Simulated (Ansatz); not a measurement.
# Heat carried by phonons in Al2O3 (Corundum, R-3c)

How well does the lattice of Al2O3 (Corundum) conduct heat?

What experiment has found for this phase:
- thermal conductivity 30 W/m/K near room temperature (given in “Combining the AFLOW GIBBS and Elastic Libraries to efficiently and robustly screen thermo-mechanical properties of solids”, 2017, arXiv:1611.05714)

Main program and level: Ansatz 0.2.0; DFT r2SCAN, scalar-relativistic, plane waves, PAW; PAW set soft_1.

## (1) The structure

Symmetry: R-3c, No. 167, trigonal system. The conventional cell has a = 4.760 Å, b = 4.760 Å, c = 12.996 Å, α = 90.00°, β = 90.00°, γ = 120.00°. Al has 6 O at 1.85 to 1.97 Å nearest. O has 4 Al at 1.85 to 1.97 Å nearest. Farther neighbours and most contacts between anions are not listed.

## (2) A first coarse run

A cheap single point shows whether the cell is a metal or an insulator and how far it is from rest; that sets the k-mesh and the occupations of what follows.

The input, input.yaml:

```yaml
crystal:
  lattice:
    - [2.38025, 1.3742379782, 4.3318666667]
    - [-2.38025, 1.3742379782, 4.3318666667]
    - [0.0, -2.7484759565, 4.3318666667]
  atoms:
    - { symbol: Al, position: [0.35216, 0.35216, 0.35216] }
    - { symbol: Al, position: [0.14784, 0.14784, 0.14784] }
    - { symbol: Al, position: [0.64784, 0.64784, 0.64784] }
    - { symbol: Al, position: [0.85216, 0.85216, 0.85216] }
    - { symbol: O, position: [0.55668, 0.94332, 0.25] }
    - { symbol: O, position: [0.25, 0.55668, 0.94332] }
    - { symbol: O, position: [0.94332, 0.25, 0.55668] }
    - { symbol: O, position: [0.44332, 0.05668, 0.75] }
    - { symbol: O, position: [0.75, 0.44332, 0.05668] }
    - { symbol: O, position: [0.05668, 0.75, 0.44332] }
kpoints:
  mp_grid: { grid: [6, 6, 6] }
hamiltonian:
  xc: r2scan
  pseudopotentials: { kind: paw, azcp: { folder: soft_1 } }
scf:
  occupations: { method: gaussian, width: 0.1 }
  lower_state_search: "off"
output:
  forces: true
  stress: true
  eigenvalues: true
```

On the command line:

```
ansatz run input.yaml --threads 18 --pin off --max-ram 92160MiB --backend cuda --events-out ev --progress --plain --runs-dir out --max-vram 78GiB
```

Numbers of over 12 decimals in the logs are rounded to 6 here.

Output:

```text
Engine: ansatz 0.2.0, aarch64-unknown-linux-gnu
Pseudopotentials: kind: paw
Pseudopotential: Al, paw, valence charge 3, recommended cutoff 500 eV (meta_gga), soft_1/Al.paw.azcp
Pseudopotential: O, paw, valence charge 6, recommended cutoff 500 eV (meta_gga), soft_1/O.paw.azcp
Functional definition: r2SCAN
  parameter k0 = 0.174
  parameter k1 = 0.065
  parameter a1 = 4.9479
  exchange = r2scan_x(k0 = k0, k1 = k1, a1 = a1)
  correlation = r2scan_c
device memory: the entry about to start is reckoned to put 2.5 GiB on a device that reports 170.0 GiB free (of which the cap on the GPU budget leaves the run 78.0 GiB)
GPU FFT provider: cuFFT
GPU libraries: cuBLAS 13.8.1, cuFFT 12.4.0, cuSOLVER 12.3.2
GPU matrix products: emulated (plane waves: as basis.precision tells), large ones in fixed point in workspaces of 1.00 GiB
Crystal: 10 atoms, lattice volume = 85.018 Å³
Basis set: ecut = 500 eV, 2169 PW (Γ), exchange–correlation on 160×160×160 points (64 copies of the dense FFT grid, shifted against one another)
Bands: 34, of which v1, the nominal top of the filled ones, is band 24 counted from 1 (23 counted from 0)
Symmetry: 12 space group operations
Space group: R-3c (ITA 167), of the structure as read, at distance tolerance 4.4e-5 Å
k-points: 32 of 216
Non-local potential: Al, projectors of the file, l = 0: 2, l = 1: 2, l = 2: 1
Non-local potential: O, projectors of the file, l = 0: 2, l = 1: 2, l = 2: 1
PAW form: soft (Blöchl's): semilocal exchange-correlation on the pseudo side does not see the compensation charge
PAW frozen core: Al, regenerated for the run's functional (the file was generated under x = pbe(κ = 0.804, μ = 0.219515), c = pbe(β = 0.066725))
PAW frozen core: O, regenerated for the run's functional (the file was generated under x = pbe(κ = 0.804, μ = 0.219515), c = pbe(β = 0.066725))
PAW one-centre angular grid: Al, 302 points (default); XC on 160 Gauss nodes
PAW one-centre angular grid: O, 302 points (default); XC on 160 Gauss nodes
Initial density: superposition of atomic densities (chi_scale 0.1, normalization cell, long waves kept (reshape's long-wave potential 0.00 eV rms))
Initial wavefunctions: pseudopotential atomic-orbital guess
GPU buffer pool allocated for 64000 grid points (all kernels)
GPU transforms: local potential and band sums: pruned to the plane-wave sphere, on 40×40×40
Functional: x = r2scan, c = r2scan; τ floored in thin density (d = 2e-4 eV/Å³)
SCF iter   1: F=-5585.120384 eV  HF=-5592.520565 eV  |F-HF|=7.40e0  |Δ(HF+E_count)|=         —  Δρ=1.30e-1  dr2=1.37e1  dr2_τ=1.62e0  ethr=3.10e-3  ⟨swp⟩=8.2  Hψ=5890  notcnv=0
preconditioner: auto → Resta (q_TF=auto, 2.480 Å⁻¹)  ε∞=3.0  [insulator: Δε(μ)=7.752 eV  Ē_g=19.766 eV  σ=0.100 eV  W_gap=1.00  n_scr=20 (ndim 8)  ℏωp=27.9 eV  f_vac=0.000  D(μ)=0.00/eV (n_scr^D=0)  ε∞_Penn≈3.0]
SCF iter   2: F=-5590.567336 eV  HF=-5590.389235 eV  |F-HF|=1.78e-1  |Δ(HF+E_count)|=    2.13e0  Δρ=4.53e-2  dr2=1.05e0  dr2_τ=2.59e-1  ethr=3.10e-3  ⟨swp⟩=3.1  Hψ=2619  notcnv=0  defer=128
SCF iter   3: F=-5590.641737 eV  HF=-5590.662709 eV  |F-HF|=2.10e-2  |Δ(HF+E_count)|=   2.73e-1  Δρ=2.26e-2  dr2=2.50e-1  dr2_τ=2.00e-2  ethr=2.19e-3  ⟨swp⟩=2.1  Hψ=1283  notcnv=0
automatic band count: iteration 3 solves 30 bands in place of 34: the levels show a gap, and the empty bands left out lie too high to hold charge; the band table lists the bands solved (type scf.n_extra_bands for more)
SCF iter   4: F=-5590.659368 eV  HF=-5590.663473 eV  |F-HF|=4.11e-3  |Δ(HF+E_count)|=   7.65e-4  Δρ=3.24e-3  dr2=6.59e-3  dr2_τ=6.60e-4  ethr=5.20e-4  ⟨swp⟩=3.2  Hψ=2020  notcnv=0
SCF iter   5: F=-5590.661810 eV  HF=-5590.661830 eV  |F-HF|=2.08e-5  |Δ(HF+E_count)|=   1.64e-3  Δρ=3.34e-4  dr2=8.29e-5  dr2_τ=8.75e-6  ethr=1.37e-5  ⟨swp⟩=2.0  Hψ=1664  notcnv=0
SCF iter   6: F=-5590.661860 eV  HF=-5590.661862 eV  |F-HF|=1.77e-6  |Δ(HF+E_count)|=   3.14e-5  Δρ=7.32e-5  dr2=3.80e-6  dr2_τ=2.72e-7  ethr=1.73e-7  ⟨swp⟩=2.0  Hψ=1679  notcnv=0
SCF iter   7: F=-5590.661861 eV  HF=-5590.661861 eV  |F-HF|=6.09e-9  |Δ(HF+E_count)|=   5.64e-7  Δρ=4.59e-6  dr2=1.79e-8  dr2_τ=2.84e-9  ethr=2.08e-10  ⟨swp⟩=6.0  Hψ=5296  notcnv=0
SCF 1 converged in 7 iterations: F = -5590.661861 eV  dr2 = 1.79e-8
  greatest PAW one-centre occupation: 0.865 electrons in one spin orbital (limit 2), on the O atom at site 9 (counted from 0), in its partial waves of l = 0
SCF converged after 7 iterations
Free energy (F): -5590.661861 eV
Harris-Foulkes:  -5590.661861 eV  (|F-HF|=6.09e-9)
Internal energy: -5590.661861 eV  (E = F + TS)
E sigma→0 (E₀):  -5590.661861 eV
Fermi energy:    10.862830 eV
--- Per-component energies (eV) ---
  E_band       = 32.284235
  E_kinetic    = 1151.474443
  E_local      = -1970.198382  (includes V_loc(G=0)·N_el)
  E_nonlocal   = 344.968262
  E_hartree    = 754.082425
  E_xc         = -581.049312
  E_vxc        = -760.311915  (∫ρ·V_xc dr)
  E_paw        = -2891.778284  (= ΣΔE_a)
  E_vpaw       = -287.755570  (= ΣTr[D̂ρ^β])
  E_aug_tail   = 0.001634  (compensation charges beyond the density's cutoff)
  E_vtau       = 45.936647  (kinetic-family band-sum trace: ∫τ·v_τ [+ j·A + Jᵃ·Aᵃ] dr)
  E_ewald      = -2397.730569
  E_core_change = -0.432079  (= ΣΔE_core)
  E_smearing   = -0.000000  (= −TS)
  E_closure    = -0.000000  (closes the sum)
  Σ components = -5590.661861   (vs F -5590.661861, Δ=0.00e0)
--- Forces (eV/Å), atoms counted from 1 ---
  atom   1  Al    -0.00000000     0.00000000    -0.07581211
  atom   2  Al    -0.00000000    -0.00000000     0.07581211
  atom   3  Al     0.00000000    -0.00000000     0.07581211
  atom   4  Al     0.00000000     0.00000000    -0.07581211
  atom   5  O     -0.05201647     0.00000000     0.00000000
  atom   6  O      0.02600824    -0.04504759    -0.00000000
  atom   7  O      0.02600824     0.04504759     0.00000000
  atom   8  O      0.05201647     0.00000000     0.00000000
  atom   9  O     -0.02600824     0.04504759     0.00000000
  atom  10  O     -0.02600824    -0.04504759    -0.00000000
  max |Σ_I F_I| component: 2.46e-17 eV/Å
--- Stress (GPa, compression-positive) ---
       -0.332459       0.000000       0.000000
        0.000000      -0.332459       0.000000
        0.000000       0.000000      -0.433104
  P = ⅓ Tr σ = -0.3660 GPa (-3.660 kbar)
--- Band table (eV; the first three rows and the last of 32) ---
  k-point 0: bands = [... 20 lower, 6.7798, 7.2490, 7.2490, 7.3067, 14.4189, 17.4414, 19.2344, 19.9152, ... 2 higher]
  k-point 1: bands = [... 20 lower, 6.5926, 6.9451, 7.2072, 7.2488, 15.0477, 17.9591, 18.7410, 19.4937, ... 2 higher]
  k-point 2: bands = [... 20 lower, 6.4308, 6.7308, 7.0565, 7.1069, 16.3910, 18.1709, 18.4651, 18.8729, ... 2 higher]
  k-point 31: bands = [... 20 lower, 6.9008, 6.9008, 6.9008, 6.9008, 16.9178, 16.9178, 19.4595, 19.4595, ... 2 higher]
```

It took 1 s on 1 × NVIDIA GB200 with 18 threads of Arm Neoverse V2, shared host; peak memory 1.1 GiB.

In the SCF lines HF is the Harris–Foulkes energy and dr2 the Hartree energy of the density residual, in eV; the loop may stop once dr2 is under the threshold and the program's other checks hold. Hψ counts applications of the Hamiltonian.

Numbers from this step:

```
pressure          : -0.3660 GPa
gap on the k-mesh : 7.112 eV
volume per atom   : 8.502 Å³/atom
```

Force by atom:

```
atom  x (eV/Å)  y (eV/Å)  z (eV/Å)    size
 Al1    0.0000    0.0000   -0.0758  0.0758
 Al2    0.0000    0.0000    0.0758  0.0758
 Al3    0.0000    0.0000    0.0758  0.0758
 Al4    0.0000    0.0000   -0.0758  0.0758
  O5   -0.0520    0.0000    0.0000  0.0520
  O6    0.0260   -0.0450    0.0000  0.0520
  O7    0.0260    0.0450    0.0000  0.0520
  O8    0.0520    0.0000    0.0000  0.0520
  O9   -0.0260    0.0450    0.0000  0.0520
 O10   -0.0260   -0.0450    0.0000  0.0520
```

The start is under -0.37 GPa at this level and looks like an insulator or semiconductor on this mesh.

## (3) Finding the static equilibrium

Phonons are second derivatives about a minimum, so cell and atoms are relaxed first, inside the symmetry of the start.

input.yaml: that of step 2 with these lines changed.

```diff
@@ -22,3 +22,3 @@
 scf:
-  occupations: { method: gaussian, width: 0.1 }
+  occupations: { method: gaussian, width: 0.02 }
   lower_state_search: "off"
@@ -28 +28,6 @@
   eigenvalues: true
+relax:
+  adjacent_minimum: "off"
+  f_tol: 0.005
+  max_steps: 80
+  cell: { stress_tol: 0.05 }
```

Output:

```text
[...]
Crystal: 10 atoms, lattice volume = 85.018 Å³
Basis set: ecut = 500 eV, 2169 PW (Γ), exchange–correlation on 160×160×160 points (64 copies of the dense FFT grid, shifted against one another)
Bands: 34, of which v1, the nominal top of the filled ones, is band 24 counted from 1 (23 counted from 0)
Symmetry: 12 space group operations
[...]
k-points: 32 of 216
[...]
SCF iter   1: F=-5585.120355 eV  HF=-5592.520486 eV  |F-HF|=7.40e0  |Δ(HF+E_count)|=         —  Δρ=1.30e-1  dr2=1.37e1  dr2_τ=1.62e0  ethr=3.10e-3  ⟨swp⟩=8.5  Hψ=5946  notcnv=0
[...]
SCF iter   2: F=-5590.567347 eV  HF=-5590.389230 eV  |F-HF|=1.78e-1  |Δ(HF+E_count)|=    2.13e0  Δρ=4.53e-2  dr2=1.05e0  dr2_τ=2.59e-1  ethr=3.10e-3  ⟨swp⟩=3.1  Hψ=2623  notcnv=0  defer=128
[...]
SCF iter   7: F=-5590.661861 eV  HF=-5590.661861 eV  |F-HF|=1.40e-8  |Δ(HF+E_count)|=   6.19e-7  Δρ=5.89e-6  dr2=2.74e-8  dr2_τ=4.06e-9  ethr=2.08e-10  ⟨swp⟩=11.9  Hψ=6659  notcnv=0
SCF 1 converged in 7 iterations: F = -5590.661861 eV  dr2 = 2.74e-8
[...]
relax step   1: F+E_penalty+E_count = -5590.66186129 eV  Δ(F+E_penalty+E_count) = +0.000e0 eV  max|allowed force component| = 7.582e-2 eV/Å  Δτ_max = 0.0000 Å  P = -0.366 GPa  Ω = 85.018 Å³  (7 SCF iters, dr2 threshold 1.00e-7 eV, accepted)
[...]
Crystal: 10 atoms, lattice volume = 84.971 Å³
[...]
iter 1 solved again at ethr=6.37e-8 eV; its pass at ethr=3.10e-3 eV (dr2=3.06e-5 eV) is discarded
[...]
SCF iter   3: F=-5590.662314 eV  HF=-5590.662314 eV  |F-HF|=1.09e-8  |Δ(HF+E_count)|=   1.89e-6  Δρ=1.59e-5  dr2=1.48e-7  dr2_τ=3.93e-8  ethr=9.60e-10  ⟨swp⟩=4.7  Hψ=5432  notcnv=0
SCF 2 converged in 3 iterations: F = -5590.662314 eV  dr2 = 1.48e-7
relax step   2: F+E_penalty+E_count = -5590.66231428 eV  Δ(F+E_penalty+E_count) = -4.530e-4 eV  max|allowed force component| = 6.392e-2 eV/Å  Δτ_max = 0.0008 Å  P = -0.217 GPa  Ω = 84.971 Å³  energy of the carried Pulay correction = +2.938e-5 eV  (3 SCF iters, dr2 threshold 4.61e-7 eV, accepted)
[...]
SCF 3 converged in 4 iterations: F = -5590.662948 eV  dr2 = 1.12e-7
relax step   3: F+E_penalty+E_count = -5590.66294846 eV  Δ(F+E_penalty+E_count) = -6.342e-4 eV  max|allowed force component| = 1.113e-2 eV/Å  Δτ_max = 0.0026 Å  P = +0.048 GPa  Ω = 84.884 Å³  energy of the carried Pulay correction = +8.453e-5 eV  (4 SCF iters, dr2 threshold 4.57e-7 eV, accepted)
[...]
relax step   4: F+E_penalty+E_count = -5590.66295567 eV  Δ(F+E_penalty+E_count) = -7.214e-6 eV  max|allowed force component| = 2.664e-3 eV/Å  Δτ_max = 0.0006 Å  P = -0.011 GPa  Ω = 84.902 Å³  energy of the carried Pulay correction = +7.306e-5 eV  (4 SCF iters, dr2 threshold 1.12e-8 eV, accepted)
[...]
SCF 5 converged in 4 iterations: F = -5590.662896 eV  dr2 = 3.49e-11
relax step   5: F+E_penalty+E_count = -5590.66289556 eV  Δ(F+E_penalty+E_count) = +6.011e-5 eV  max|allowed force component| = 2.667e-3 eV/Å  Δτ_max = 0.0000 Å  P = -0.010 GPa  Ω = 84.902 Å³  stress off target by 2.61e-2 GPa  SCF on the basis re-selected at this cell (its energy is not comparable with the rows above)  (4 SCF iters)
[...]
SCF converged after 4 iterations
Free energy (F): -5590.662896 eV
[...]
Internal energy: -5590.662896 eV  (E = F + TS)
E sigma→0 (E₀):  -5590.662896 eV
Fermi energy:    10.883768 eV
[...]
--- Forces (eV/Å), atoms counted from 1 ---
  atom   1  Al     0.00000000     0.00000000    -0.00112857
  atom   2  Al     0.00000000    -0.00000000     0.00112857
  atom   3  Al    -0.00000000    -0.00000000     0.00112857
  atom   4  Al    -0.00000000     0.00000000    -0.00112857
  atom   5  O      0.00266739     0.00000000    -0.00000000
  atom   6  O     -0.00133370     0.00231003     0.00000000
  atom   7  O     -0.00133370    -0.00231003    -0.00000000
  atom   8  O     -0.00266739    -0.00000000     0.00000000
  atom   9  O      0.00133370    -0.00231003    -0.00000000
  atom  10  O      0.00133370     0.00231003     0.00000000
  max |Σ_I F_I| component: 1.16e-18 eV/Å
--- Stress (GPa, compression-positive) ---
       -0.001662       0.000000      -0.000000
        0.000000      -0.001662       0.000000
        0.000000       0.000000      -0.026069
  P = ⅓ Tr σ = -0.0098 GPa (-0.098 kbar)
--- Band table (eV; the first three rows and the last of 32) ---
  k-point 0: bands = [... 20 lower, 6.7922, 7.2653, 7.2653, 7.3104, 14.4572, 17.4573, 19.2834, 19.9390, ... 6 higher]
  k-point 1: bands = [... 20 lower, 6.6009, 6.9566, 7.2230, 7.2547, 15.0851, 17.9746, 18.7814, 19.5208, ... 6 higher]
  k-point 2: bands = [... 20 lower, 6.4369, 6.7438, 7.0700, 7.1141, 16.4262, 18.2099, 18.4925, 18.8991, ... 6 higher]
  k-point 31: bands = [... 20 lower, 6.9189, 6.9189, 6.9189, 6.9189, 16.9486, 16.9486, 19.5179, 19.5179, ... 6 higher]
--- Relaxed structure (4 steps of the walk, 4 accepted, 1 SCFs on fresh bases) ---
  F+E_penalty+E_count = -5590.66289556 eV   max|allowed force component| = 2.667e-3 eV/Å   (the final SCF, on the basis selected at the relaxed cell)
  cell:  # Å, volume = 84.9020 Å³
    - [2.378898, 1.373457, 4.330876]
    - [-2.378898, 1.373457, 4.330876]
    - [0, -2.746914, 4.330876]
  atoms:
    - { symbol: Al, position: [0.351850, 0.351850, 0.351850] }
    - { symbol: Al, position: [0.148150, 0.148150, 0.148150] }
    - { symbol: Al, position: [0.648150, 0.648150, 0.648150] }
    - { symbol: Al, position: [0.851850, 0.851850, 0.851850] }
    - { symbol: O, position: [0.556301, 0.943699, 0.250000] }
    - { symbol: O, position: [0.250000, 0.556301, 0.943699] }
    - { symbol: O, position: [0.943699, 0.250000, 0.556301] }
    - { symbol: O, position: [0.443699, 0.056301, 0.750000] }
    - { symbol: O, position: [0.750000, 0.443699, 0.056301] }
    - { symbol: O, position: [0.056301, 0.750000, 0.443699] }
```

Run time: 3.7 s. Hardware: 1 × NVIDIA GB200 with 18 threads; peak memory 1.2 GiB.

Little changed from the start: no atom moved by 0.005 Å and no cell edge by 0.1 %.

This step gave:

```yaml
pressure: -0.009798 GPa
gap_on_the_k_mesh: 7.147 eV
volume_per_atom: 8.490 Å³/atom
```

## (4) Relaxing to small residual forces and stress

The thresholds are tightened for a last relaxation ahead of the phonons, and where mesh or smearing change with them the cell follows.

The input, input.yaml:

```yaml
crystal:
  lattice:
    - [2.3788975916, 1.3734571649, 4.3308758779]
    - [-2.3788975916, 1.3734571649, 4.3308758779]
    - [0.0, -2.7469143298, 4.3308758779]
  atoms:
    - { symbol: Al, position: [0.3518498455, 0.3518498455, 0.3518498455] }
    - { symbol: Al, position: [0.1481501545, 0.1481501545, 0.1481501545] }
    - { symbol: Al, position: [0.6481501545, 0.6481501545, 0.6481501545] }
    - { symbol: Al, position: [0.8518498455, 0.8518498455, 0.8518498455] }
    - { symbol: O, position: [0.5563010432, 0.9436989568, 0.25] }
    - { symbol: O, position: [0.25, 0.5563010432, 0.9436989568] }
    - { symbol: O, position: [0.9436989568, 0.25, 0.5563010432] }
    - { symbol: O, position: [0.4436989568, 0.0563010432, 0.75] }
    - { symbol: O, position: [0.75, 0.4436989568, 0.0563010432] }
    - { symbol: O, position: [0.0563010432, 0.75, 0.4436989568] }
kpoints:
  mp_grid: { grid: [6, 6, 6] }
hamiltonian:
  xc: r2scan
  pseudopotentials: { kind: paw, azcp: { folder: soft_1 } }
scf:
  occupations: { method: fixed }
  lower_state_search: "off"
output:
  forces: true
  stress: true
  eigenvalues: true
relax:
  adjacent_minimum: "off"
  f_tol: 0.001
  max_steps: 60
  cell: { stress_tol: 0.01 }
```

Output:

```text
[...]
Crystal: 10 atoms, lattice volume = 84.902 Å³
Basis set: ecut = 500 eV, 2169 PW (Γ), exchange–correlation on 160×160×160 points (64 copies of the dense FFT grid, shifted against one another)
Bands: 34, of which v1, the nominal top of the filled ones, is band 24 counted from 1 (23 counted from 0)
Symmetry: 12 space group operations
[...]
- { symbol: Al, position: [0.648156, 0.648156, 0.648156] }
    - { symbol: Al, position: [0.851844, 0.851844, 0.851844] }
    - { symbol: O, position: [0.556325, 0.943675, 0.250000] }
    - { symbol: O, position: [0.250000, 0.556325, 0.943675] }
    - { symbol: O, position: [0.943675, 0.250000, 0.556325] }
    - { symbol: O, position: [0.443675, 0.056325, 0.750000] }
    - { symbol: O, position: [0.750000, 0.443675, 0.056325] }
    - { symbol: O, position: [0.056325, 0.750000, 0.443675] }
[key lines of the parts left out:]
SCF converged after 4 iterations
Free energy (F): -5590.662899 eV
Fermi energy:    7.311270 eV
P = ⅓ Tr σ = -0.0034 GPa (-0.034 kbar)
```

Elapsed: 3 s, on 1 × NVIDIA GB200 with 18 threads; peak memory 1.1 GiB; 6.4 s of CPU time.

Little changed from the start: no atom moved by 0.005 Å and no cell edge by 0.1 %.

Numbers from this step:

| Item | Value |
| --- | --- |
| pressure | -0.003379 GPa |

The residual pressure is -0.0034 GPa, small enough for phonons.

(Continued in part 2 of 3.)

[Logs are printed without paths, hosts, clocks, repeated set-up lines and the standing remarks that a program may print on its own settings, such as how far it seeks lower states.]

[Hosts, paths, dates, database ids (printed as entryN), source tags and the programs' standing remarks are cut or masked in the printed files.]

[A step with changed settings may run another functional than the one named; its input shows which.]
